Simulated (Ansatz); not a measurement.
**4-layer antimonene (AA') in a perpendicular field**

Wanted: the out-of-plane response of the 4-layer antimonene (AA'). A positive field points along +c.

Calculated with Ansatz 0.2.0; plane-wave DFT, PBE-D3(BJ), Ansatz PAW (set soft_1); PAW set soft_1.

Report form: inputs, costs, results and the conclusion, without the logs.

## (1) Starting point

The cell holds 8 atoms: 8 Sb. Its edges and angles: a = 4.120 Å, b = 4.120 Å, c = 62.200 Å, α = 90.0°, β = 90.0°, γ = 120.0°. Regions: layer 1: antimonene, 2 atoms (2 Sb); layer 2: antimonene, 2 atoms (2 Sb); layer 3: antimonene, 2 atoms (2 Sb); layer 4: antimonene, 2 atoms (2 Sb). Vacuum lies along c.

Coordinates:

```cif
data_structure
_symmetry_space_group_name_H-M 'P 1'
_symmetry_Int_Tables_number 1
_cell_length_a 4.1200
_cell_length_b 4.1200
_cell_length_c 62.2000
_cell_angle_alpha 90.000
_cell_angle_beta 90.000
_cell_angle_gamma 120.000
_cell_volume 914.36
loop_
_atom_site_label
_atom_site_type_symbol
_atom_site_fract_x
_atom_site_fract_y
_atom_site_fract_z
_atom_site_occupancy
Sb1 Sb 0.66667 0.33333 0.37460 1
Sb2 Sb 0.33333 0.66667 0.40113 1
Sb3 Sb 0.33333 0.66667 0.44936 1
Sb4 Sb 0.66667 0.33333 0.47588 1
Sb5 Sb 0.66667 0.33333 0.52412 1
Sb6 Sb 0.33333 0.66667 0.55064 1
Sb7 Sb 0.33333 0.66667 0.59887 1
Sb8 Sb 0.66667 0.33333 0.62540 1
```

## (2) Relaxation

The starting cell is a guess, so the in-plane lattice and the atoms are relaxed first, with the slab cut off from its images along the normal.

File input.yaml:

```yaml
crystal:
  lattice:
    - [4.12, 0.0, 0.0]
    - [-2.06, 3.5680246636, 0.0]
    - [0.0, 0.0, 62.1999999971]
  atoms:
    - { symbol: Sb, position: [0.6666666667, 0.3333333333, 0.3745980708] }
    - { symbol: Sb, position: [0.3333333333, 0.6666666667, 0.4011254019] }
    - { symbol: Sb, position: [0.3333333333, 0.6666666667, 0.4493569132] }
    - { symbol: Sb, position: [0.6666666667, 0.3333333333, 0.4758842444] }
    - { symbol: Sb, position: [0.6666666667, 0.3333333333, 0.5241157556] }
    - { symbol: Sb, position: [0.3333333333, 0.6666666667, 0.5506430868] }
    - { symbol: Sb, position: [0.3333333333, 0.6666666667, 0.5988745981] }
    - { symbol: Sb, position: [0.6666666667, 0.3333333333, 0.6254019292] }
  periodic: [true, true, false]
kpoints:
  mp_grid: { grid: [12, 12, 1] }
hamiltonian:
  xc: pbe
  dispersion: d3bj
  pseudopotentials: { kind: paw, azcp: { folder: soft_1 } }
scf:
  occupations: { method: fermi_dirac, width: 0.05 }
  convergence: { dr2_threshold: 1.0e-09 }
relax:
  f_tol: 0.004
  max_steps: 90
  cell: {}
output:
  write_potential: true
  write_density: true
  volumetric_format: npy
```

Command:

```console
$ ansatz run input.yaml --threads 4 --pin off --max-ram 8192MiB --backend cpu --events-out ev --progress --plain --runs-dir out
```

It took 5.4 min on 4 threads of Intel Xeon Platinum 8375C at 2.90GHz (Ice Lake), shared host; peak memory 2.2 GiB; 21 min of CPU time.

Relaxation path:

```
step  energy less that of the first step (eV)  largest force component (eV/Å)  volume (Å³)
   1                                   0.0000                          0.8094       914.36
   2                                  -0.2014                          0.4275       918.29
   3                                  -0.3304                          0.2451       912.10
   4                                  -0.4230                          0.1342       908.72
   5                                  -0.4786                          0.0902       907.44
   6                                  -0.5240                          0.0980       899.03
   7                                  -0.5657                          0.1095       898.86
   8                                  -0.5957                          0.0646       891.42
   9                                  -0.6024                          0.0847       896.12
  10                                  -0.6088                          0.0092       890.53
  11                                  -0.6091                          0.0023       890.81
  12                                  -0.6092                          0.0065       890.33
  13                                  -0.6092                          0.0085       891.06
  14                                  -0.6092                          0.0001       890.64
 15*                                  -0.6085                          0.0002       890.64
```

Relaxation steps marked * repeat the geometry before them on a plane-wave basis chosen anew for their cell, so energy and pressure can jump there. Relaxation step 13 was tried and not accepted.

The run keeps the 12 symmetry operations that the program found, so distortions that break them were not tested.

```
cell as run  before  after  change
      a (Å)   4.120  4.066  -1.3 %
      b (Å)   4.120  4.066  -1.3 %
```

The atoms that moved most (Å, along periodic axes as changes of fractional coordinates times the final cell, across vacuum about the mean position):

```
atom     dx     dy      dz  length
 Sb8  0.000  0.000   1.536   1.536
 Sb1  0.000  0.000  -1.536   1.536
 Sb2  0.000  0.000  -1.534   1.534
 Sb7  0.000  0.000   1.534   1.534
 Sb6  0.000  0.000   0.507   0.507
 Sb3  0.000  0.000  -0.507   0.507
 Sb5  0.000  0.000   0.504   0.504
 Sb4  0.000  0.000  -0.504   0.504
```

Read from the output:

| Quantity | Value |
| --- | --- |
| energy at zero smearing | -51878.3458 eV |

The lattice constant a goes from 4.120 to 4.066 Å.

## (3) Atoms held, field 0

A sawtooth potential applies the field, turning back in the middle of the vacuum. With the dipole correction the typed value is the field outside the slab. The induced dipole is small, so the SCF threshold is tight.

The cell differs from the one that the last finished run ended in (c 62.200 → 36.673 Å).

File input.yaml:

```yaml
crystal:
  lattice:
    - [4.0662192807, 0.0, 0.0]
    - [-2.0331096403, 3.5214491944, 0.0]
    - [0.0, 0.0, 36.6727484256]
  atoms:
    - { symbol: Sb, position: [0.6666666667, 0.3333333333, 0.2454138396] }
    - { symbol: Sb, position: [0.3333333333, 0.6666666667, 0.2904726897] }
    - { symbol: Sb, position: [0.3333333333, 0.6666666667, 0.4002733468] }
    - { symbol: Sb, position: [0.6666666667, 0.3333333333, 0.4453580023] }
    - { symbol: Sb, position: [0.6666666667, 0.3333333333, 0.5546419977] }
    - { symbol: Sb, position: [0.3333333333, 0.6666666667, 0.5997266532] }
    - { symbol: Sb, position: [0.3333333333, 0.6666666667, 0.7095273103] }
    - { symbol: Sb, position: [0.6666666667, 0.3333333333, 0.7545861604] }
kpoints:
  mp_grid: { grid: [12, 12, 1] }
  band_path:
    path: [[0, 0, 0], [0.5, 0, 0], [0.33333333, 0.33333333, 0], [0, 0, 0]]
    npoints: 16
hamiltonian:
  xc: pbe
  dispersion: d3bj
  pseudopotentials: { kind: paw, azcp: { folder: soft_1 } }
scf:
  occupations: { method: fermi_dirac, width: 0.02585 }
  convergence: { dr2_threshold: 1.0e-10 }
efield:
  axis: 3
  dipole_correction: true
  ramp_position: 0.97
  ramp_width: 0.06
  amplitude: 0
output:
  dos: { projected: true, e_range: [-6, 5] }
  write_potential: true
  write_density: true
  volumetric_format: npy
  elf: true
```

The job ended after 29 s (4 threads; peak memory 1.9 GiB; 1.9 min of CPU time).

Numbers from this step:

```yaml
dipole_along_the_normal: -1.45e-6 e·Å
gap_along_the_path: 0.5096 eV
smallest_direct_gap_along_the_path: 1.006 eV
ionisation_energy_upper_face: 4.491 eV
electron_affinity_upper_face: 3.981 eV
gap_the_smaller_of_path_and_mesh: 0.5064 eV
```

Running mean over a fixed 2.8 Å (it still follows the layers) of the planar mean; the ramp of the sawtooth is left out. Table of electron's electrostatic potential energy less the Fermi level by z:

z (Å), electron's electrostatic potential energy less the Fermi level (eV) and a bar from the least value:
```
        4       4.23 ##############################
        5       4.22 ##############################
        6       4.13 ##############################
        7       2.99 ###########################
        8      -0.98 ################
        9      -4.66 ######
       10      -6.65 
       11      -3.40 #########
       12       0.23 ###################
       13       1.31 ######################
       14      -2.27 ############
       15      -5.84 ##
       16      -5.89 ##
       17      -2.31 ############
       18       1.25 ######################
       19       0.18 ###################
       20      -3.43 #########
       21      -6.67 
       22      -4.66 ######
       23      -1.08 ###############
       24       1.77 #######################
       25      -1.03 ################
       26      -4.60 ######
       27      -6.68 
       28      -3.43 #########
       29       0.40 ###################
       30       3.68 #############################
       31       4.19 ##############################
       32       4.22 ##############################
       33       4.23 ##############################
```

The density of states has structure finer than the step of the table below, so its rows give means over 0.25 eV. Peaks (eV: height): -3.790: 16.2, -3.630: 15.5, -3.460: 12.1, -2.830: 12.4, -2.140: 12.6, -1.920: 16.1, -0.840: 14.1.

Density of states against energy, zero at the Fermi level of the run, which the smearing sets inside the gap; means over each step:

energy (eV), density of states (states/eV a cell) and a bar:
```
    -4.50        0.0 
    -4.25        0.3 #
    -4.00        5.0 ###############
    -3.75        8.5 #########################
    -3.50        7.6 ######################
    -3.25        4.7 ##############
    -3.00        5.8 #################
    -2.75        6.4 ###################
    -2.50        7.4 ######################
    -2.25        8.9 ##########################
    -2.00       10.2 ##############################
    -1.75        8.3 #########################
    -1.50        7.4 ######################
    -1.25        4.6 ##############
    -1.00        4.4 #############
    -0.75        3.9 ###########
    -0.50        1.5 #####
    -0.25        1.7 #####
     0.00        0.0 
     0.25        0.2 #
     0.50        1.6 #####
     0.75        4.1 ############
     1.00        5.7 #################
     1.25        7.3 #####################
     1.50        7.9 #######################
     1.75        7.8 #######################
```

Projected DOS per atom over height of the atomic layer and energy from the Fermi level. Layers: Sb Sb Sb Sb Sb Sb Sb Sb from below.

Ten even steps from '_' (0.00 states/eV) to '@' (1.21 states/eV), each cell a mean:
```
++++********++++
%%############%%
####++++++++####
==--++++++++--==
____........____
________________
____........____
::::::::::::::::
================
####++++++++####
@@@@@@%%%%@@@@@@
@@@@@@@@@@@@@@@@
##**########**##
****++****++****
====++++++++====
@@@@########@@@@
==++********++==
________________
________________
________________
________________
________________
```
Columns: height of the atomic layer (Å) from 9 to 27.7 (not evenly spaced); rows upwards: energy from the Fermi level (eV) from -5.96 to 2.05.

The electronic bands at the labelled points (eV, zero at the Fermi level of the run, which the smearing sets inside the gap):

```
  point  band 57  band 58  band 59  band 60  band 61  band 62  band 63  band 64
      Γ    -0.47    -0.45    -0.45    -0.33     0.97     1.25     1.48     1.60
halfway    -1.46    -1.44    -0.95    -0.52     0.48     0.69     0.95     1.22
      M    -2.09    -2.07    -2.01    -1.75     0.76     0.98     1.02     1.26
halfway    -2.49    -2.23    -1.97    -1.74     0.88     1.18     1.53     1.80
      K    -2.44    -2.15    -2.10    -2.07     0.42     0.64     0.92     1.16
halfway    -1.82    -1.40    -0.92    -0.52     1.20     1.45     1.78     1.95
      Γ    -0.47    -0.45    -0.45    -0.33     0.97     1.25     1.48     1.60
```

Electrostatic potential energy in the ca plane at fractional y = 0.333, with atoms of Sb within 0.2 Å of it. With pseudopotentials it is smooth inside the atoms' cores, unlike the true potential.

Ten even steps from '0' (-38 eV) to '9' (7 eV), each cell a mean:
```
68999999876678999999999999988766789999999999
14899998621147899999999999986311379999999999
01689997300015899999999999984000058999999999
00589997200005899999999999983000048999999999
02699998400016899999999999984000058999999999
25899998632257999999999999987422479999999999
78999999877788899999999999988777899999999999
99999999999998888999999998888999999999999999
99999999999998878899999988788999999999999999
99999999999998878899999988788999999999999999
99999999998888888999999998888888999999999999
```
Columns run along c (16.0 Å, from fractional 0.45 to 0.89 of the cell; values clipped at the 3rd and 97th percentile), rows up along a (4.1 Å). Atoms in or near the plane, at fractional coordinates: Sb at (0.55, 0.67), Sb at (0.75, 0.67).

ELF in the ca plane at fractional y = 0.333, with atoms of Sb within 0.2 Å of it. It is the smooth field of the valence electrons, not physical close to the nuclei.

Ten even steps from '0' (0.00) to '9' (0.85), each cell a mean:
```
57751037765556654421001344566555688752100000
45772158643345532100000112454333579985210000
14783167520123421000000001343200269997410000
03683167410023321000000001333100268997420000
14783168521134431000000001343211369986410000
46772158753345542210000123455434579975200000
56751036765566655431001345566555677642000000
44310012444556556652003666556554443210000000
11000000012345556773014776555432100000000000
21000000112345556763004776555432110000000000
55420013455566556652003666556655544210000000
```
Columns run along c (16.0 Å, from fractional 0.45 to 0.89 of the cell), rows up along a (4.1 Å). Atoms in or near the plane, at fractional coordinates: Sb at (0.55, 0.67), Sb at (0.75, 0.67).

Valence density in the ca plane at fractional y = 0.333, with atoms of Sb within 0.2 Å of it. It is the smooth field of the valence electrons, not physical close to the nuclei.

Ten steps, logarithmic in the rise over the least value, from '0' (0 e/Å³) to '9' (14 e/Å³), each cell a mean:
```
22100001123222111000000001122232210000000000
53210011346532110000000000122466421000000000
86310012479863110000000000123789732100000000
96311012589963110000000000124799742100000000
85310012478853110000000000123688632000000000
53210001245532110000000001122455421000000000
22100001122222111000000011122222210000000000
11000000011112221100000011222111100000000000
00000000000111222100000112221110000000000000
00000000001111222100000112221110000000000000
11000000011112221100000011222111100000000000
```
Columns run along c (16.0 Å, from fractional 0.45 to 0.89 of the cell), rows up along a (4.1 Å). Atoms in or near the plane, at fractional coordinates: Sb at (0.55, 0.67), Sb at (0.75, 0.67).

The gap is 0.51 eV, with the valence edge 4.49 eV and the conduction edge 3.98 eV under the upper vacuum level. Spin-orbit coupling, left out in this run, matters for the bands of elements this heavy.

## (4) Atoms held, field 0.1 V/Å

input.yaml: that of step 3 with these lines changed.

```diff
@@ -29,7 +29,6 @@
   dipole_correction: true
-  ramp_position: 0.97
-  ramp_width: 0.06
-  amplitude: 0
+  ramp_position: 0.9591
+  ramp_width: 0.0818
+  amplitude: 0.1
 output:
-  dos: { projected: true, e_range: [-6, 5] }
   write_potential: true
@@ -37,2 +36 @@
   volumetric_format: npy
-  elf: true
```

Wall time 31 s (4 threads); peak memory 1.6 GiB.

The dipole is 0.150 e·Å, and the gap 0.475 eV.

## (5) Single point, field -0.1 V/Å

input.yaml: that of step 4 with these lines changed.

```diff
@@ -31,3 +31,3 @@
   ramp_width: 0.0818
-  amplitude: 0.1
+  amplitude: -0.1
 output:
```

Run time: 31 s. Hardware: 4 threads; peak memory 1.6 GiB; 2 min of CPU time.

The dipole is -0.150 e·Å, and the gap 0.475 eV.

## (6) Atoms held, field 0.2 V/Å

input.yaml: that of step 5 with these lines changed.

```diff
@@ -31,3 +31,3 @@
   ramp_width: 0.0818
-  amplitude: -0.1
+  amplitude: 0.2
 output:
```

Run time: 30 s. Hardware: 4 threads; peak memory 1.6 GiB; 2 min of CPU time.

The dipole is 0.300 e·Å, and the gap 0.382 eV.

## (7) Single point, field 0.3 V/Å

input.yaml: that of step 6 with these lines changed.

```diff
@@ -31,3 +31,3 @@
   ramp_width: 0.0818
-  amplitude: 0.2
+  amplitude: 0.3
 output:
```

Run time: 35 s. Hardware: 4 threads; peak memory 1.6 GiB.

The dipole is 0.453 e·Å, and the gap 0.200 eV.

## (8) Response, atoms held

This step: plane-wave DFT, PBE-D3(BJ), Ansatz PAW (set soft_1); response to a field along the normal, atoms held; PAW set soft_1 (Ansatz 0.2.0).

The dipoles give the slope, and the difference of two potentials shows where the field is screened.

This step gave:

| Property | Result |
| --- | --- |
| equivalent conductor thickness p/(ε₀AE) | 18.95 Å |
| distance between the outer atoms | 18.67 Å |

The dipole of the cell by applied field:

```
applied field (V/Å)  dipole of the cell (e·Å)
             -0.100                    -0.150
              0.000                   -1.5e-6
              0.100                     0.150
              0.200                     0.300
              0.300                     0.453
```

Local field over the applied field, running mean. From the potentials at -0.1 and 0.1 V/Å; running mean over 2.8 Å. Local field over applied field against z:

z (Å), local field over applied field and a bar:
```
        5      0.984 ##############################
        6      0.912 ############################
        7      0.685 #####################
        8      0.364 ###########
        9      0.090 ###
       10      0.010 
       11      0.112 ###
       12      0.278 ########
       13      0.306 #########
       14      0.173 #####
       15      0.022 #
       16      0.020 
       17      0.164 #####
       18      0.293 #########
       19      0.266 ########
       20      0.107 ###
       21      0.004 
       22      0.058 ##
       23      0.230 #######
       24      0.315 #########
       25      0.232 #######
       26      0.060 ##
       27      0.015 
       28      0.164 #####
       29      0.471 ##############
       30      0.777 #######################
       31      0.947 #############################
       32      0.991 ##############################
```

Electrons, planar mean, per unit field. Induced electron density against z:

z (Å), induced electron density (e/Å³ per V/Å) and a bar from the least value:
```
        5    0.00007 ################
        6    0.00040 ##################
        7    0.00182 #########################
        8    0.00277 ##############################
        9    0.00099 #####################
       10   -0.00007 ################
       11   -0.00074 ############
       12   -0.00201 ######
       13    0.00113 ######################
       14    0.00129 ######################
       15    0.00030 #################
       16   -0.00027 ###############
       17   -0.00123 ##########
       18   -0.00109 ##########
       19    0.00192 ##########################
       20    0.00077 ####################
       21    0.00002 ################
       22   -0.00074 ############
       23   -0.00212 #####
       24   -0.00004 ################
       25    0.00216 ###########################
       26    0.00077 ####################
       27   -0.00017 ###############
       28   -0.00104 ###########
       29   -0.00314 
       30   -0.00116 ##########
       31   -0.00023 ###############
       32   -0.00004 ################
```

The smaller of the gaps on the path and on the k-mesh, counted as 0 under 0.03 eV. Table of gap by applied field:

```
applied field (V/Å)  gap (eV)
             -0.100     0.475
              0.000     0.506
              0.100     0.475
              0.200     0.382
              0.300     0.200
```

By hand: between -0.1 and 0.1 V/Å the dipole changes by 0.3000 e·Å, a slope of 1.500 e·Å²/V. A perfect conductor of thickness t has p = ε₀AEt, so t = 180.95 × 1.500 / 14.319 = 18.95 Å (e/ε₀ = 180.95 V·Å, A in Å²).

The induced dipole is that of a conductor 18.95 Å thick.

## (9) What came out

```yaml
gap_without_field: 0.506 eV
ionisation_energy_upper_face: 4.49 eV
electron_affinity_upper_face: 3.98 eV
equivalent_conductor_thickness_atoms_held: 19.0 Å
```

**Reading.** The induced dipole equals that of a perfect conductor 18.95 Å thick, while the outer atoms lie 18.67 Å apart; an out-of-plane ε follows only once a thickness t is chosen, by 1 − 1/ε = 18.95 Å / t. The gap goes from 0.51 eV to 0.20 eV at 0.3 V/Å. Semilocal functionals give gaps that are too small, and excitons are not included. Atoms moved by up to 1.5 Å in the relaxation, so the end structure is to be read from its coordinates and not from the name. Spin-orbit coupling is left out, which matters for the bands of elements this heavy.

[Long decimals in the printed logs are rounded to 6 places.]

[Logs are printed without paths, hosts, clocks, repeated set-up lines and the standing remarks that a program may print on its own settings, such as how far it seeks lower states.]

[Hosts, paths, dates, database ids (printed as entryN), source tags and the programs' standing remarks are cut or masked in the printed files.]

[Maps of the electrostatic potential energy from Ansatz leave out the sawtooth potential of an applied field or a dipole correction, so their vacuum need not be flat; planar profiles and work functions include it.]

[The density of states shown here was stored with 400 of the rows of the run's finer table, so its peaks can read low, often by over a quarter, or be missed, and its means over a window can be off by a tenth or more.]
